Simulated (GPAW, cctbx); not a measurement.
## Reading charge transfer from structure factors

KBe2Te2, I4/mmm (no. 139), a = 4.3393 Å, b = 4.3393 Å, c = 14.0614 Å, α = 90.00°, β = 90.00°, γ = 90.00°.

```csv
atom,mult.,x,y,z
Te1,4,0,0,0.3446
K1,2,0,0,0
Be1,4,1/2,0,1/4
```

The cell comes from substitution in a known structure type and wasn't matched to any measured phase.

Absolute values of the static structure factors of the conventional cell from DFT (PBE, GPAW) against free spherical atoms, in electrons:

| hkl | d (Å) | free atoms | crystal |
| --- | --- | --- | --- |
| 002 | 7.031 | 53.04 | 53.47 |
| 101 | 4.146 | 72.66 | 73.03 |
| 004 | 3.515 | 89.86 | 89.90 |
| 103 | 3.184 | 203.73 | 203.93 |
| 110 | 3.068 | 196.36 | 196.21 |
| 112 | 2.812 | 26.50 | 26.12 |
| 105 | 2.360 | 0.94 | 0.94 |
| 006 | 2.344 | 167.56 | 167.35 |
| 114 | 2.312 | 98.83 | 98.68 |
| 200 | 2.170 | 192.62 | 192.62 |

**Question.** Which way does charge move, and which reflections show it best?

Project each element's phase sum on the total phase. At low angle |F| should rise if density moves to atoms that scatter in phase and fall if it moves to atoms that scatter against it.

| hkl | Te in phase | K in phase | Be in phase | change (e) | (%) |
| --- | --- | --- | --- | --- | --- |
| 002 | +1.5 | -2.0 | +4.0 | +0.43 | +0.8 |
| 101 | +2.2 | -2.0 | 0.0 | +0.37 | +0.5 |
| 004 | +2.9 | -2.0 | -4.0 | +0.04 | 0.0 |
| 103 | +3.9 | +2.0 | 0.0 | +0.20 | +0.1 |
| 110 | +4.0 | +2.0 | -4.0 | -0.14 | -0.1 |
| 112 | +1.5 | -2.0 | -4.0 | -0.38 | -1.4 |
| 105 | +0.7 | -2.0 | 0.0 | 0.00 | -0.3 |
| 006 | +3.6 | +2.0 | -4.0 | -0.21 | -0.1 |

Low-angle reflections that set elements apart and change by more than 0.05 e: 002, 101, 103, 110, 112 and 006. The real-space density gives Voronoi charges Te -0.08, K +0.25, Be -0.04 e. The signs that these charges predict hold for 002, 101, 110 and 006 and fail for 103 and 112, so the simple rule can't give the direction here. The reflections see the density near the nuclei and the atoms' change of size and shape; Voronoi cells count what crosses the midplanes.

[Outputs are excerpts: Python notices, other lines and further rows are left out; steps that failed or that the build refused (PBEsol, TPSS) are not shown.]

[Logs are printed without paths, hosts, clocks, repeated set-up lines and the standing remarks that a program may print on its own settings, such as how far it seeks lower states.]
